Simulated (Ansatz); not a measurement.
Records of electronic-structure calculations.

Quasiparticle gap of Cs2PbI2Cl2 (I4/mmm). It takes space group I4/mmm (No. 139, tetragonal). The conventional cell has a = 5.768 Å, b = 5.768 Å, c = 19.486 Å, α = 90.00°, β = 90.00°, γ = 90.00°. Nearest to Cs lie 4 Cl at 3.86 Å and 5 I at 3.94 to 4.13 Å. Nearest to Pb lie 4 Cl at 2.88 Å and 2 I at 3.24 Å. Nearest to I lie 1 Pb at 3.24 Å and 5 Cs at 3.94 to 4.13 Å. Nearest to Cl lie 2 Pb at 2.88 Å and 4 Cs at 3.86 Å. Farther neighbours and most contacts between anions are not listed. The calculation used G0W0 on HSE06, plane waves, PAW; PAW set soft_1 (and 1 further level or step) in Ansatz 0.2.0, with cutoff 420 eV, 4×4×4 k-mesh, PAW set soft 1, empty bands 1090, screening cutoff 130 eV, screening contour deformation, QP bands (v2, c2) in one of its runs. The HSE06 gap over mesh and listed points is 3.255 eV, direct, at k = (0.000, 0.000, 0.500) and the G0W0@HSE06 gap over 10 of 13 irreducible mesh points is 4.436 eV, direct, at k = (0.000, 0.000, -0.500). The GW settings are 4×4×4 mesh, 1090 empty bands, screening to 130 eV, PAW set soft_1 files and the known limits are finite bands, screening cutoff and k mesh; no spin-orbit coupling in G0W0. It took 2 runs, 11 min in all on 1 × NVIDIA H100 80GB HBM3 (shared by 6 runs) with 2 threads of AMD EPYC 7R13 (Zen 3), shared host (the runs of this entry). Over 10 of 13 irreducible mesh points the G0W0 gap is 4.436 eV, direct, at k = (0.000, 0.000, -0.500). The HSE06 gap of this run on the mesh is 3.255 eV. The two states that bound the G0W0 gap lie that far apart at the start, so the correction of the gap is 4.436 − 3.255 = +1.181 eV. The valence state moves by 1.580 − 2.344 = −0.764 eV and the conduction state by 6.016 − 5.599 = +0.417 eV, on the run's own scale; how far single levels stand from their limit in bands is not shown. In doubt: masses and optical values from hybrid runs of this build are listed as unsure (in some of the runs), which bears on the screening that GW takes from such a start. The cell and positions are those that the Materials Project relaxed with its own functionals (PBE, PBE+U or r2SCAN), kept fixed. Limits: no spin-orbit coupling.

```
Cs Pb I Cl
1.0
    -2.88390    2.88390    9.74281
     2.88390   -2.88390    9.74281
     2.88390    2.88390   -9.74281
Cs Pb I Cl
2 1 2 2
Direct
  0.36865 0.36865 0.00000
  0.63135 0.63135 0.00000
  0.00000 0.00000 0.00000
  0.16633 0.16633 0.00000
  0.83367 0.83367 0.00000
  0.50000 0.00000 0.50000
  0.00000 0.50000 0.50000
```

[Paths, hosts, dates, memory and timing lines, banners, echoed tables and standing remarks are left out of the program output.]

[Logs are printed without paths, hosts, clocks, repeated set-up lines and the standing remarks that a program may print on its own settings, such as how far it seeks lower states.]

[Runs of the session that timed out or met a known fault of the program may be left out.]

[Cells called generated may have been cut or substituted from an entry of the Crystallography Open Database or the Materials Project.]

[Hosts, paths, dates, database ids (printed as entryN), source tags and the programs' standing remarks are cut or masked in the printed files.]
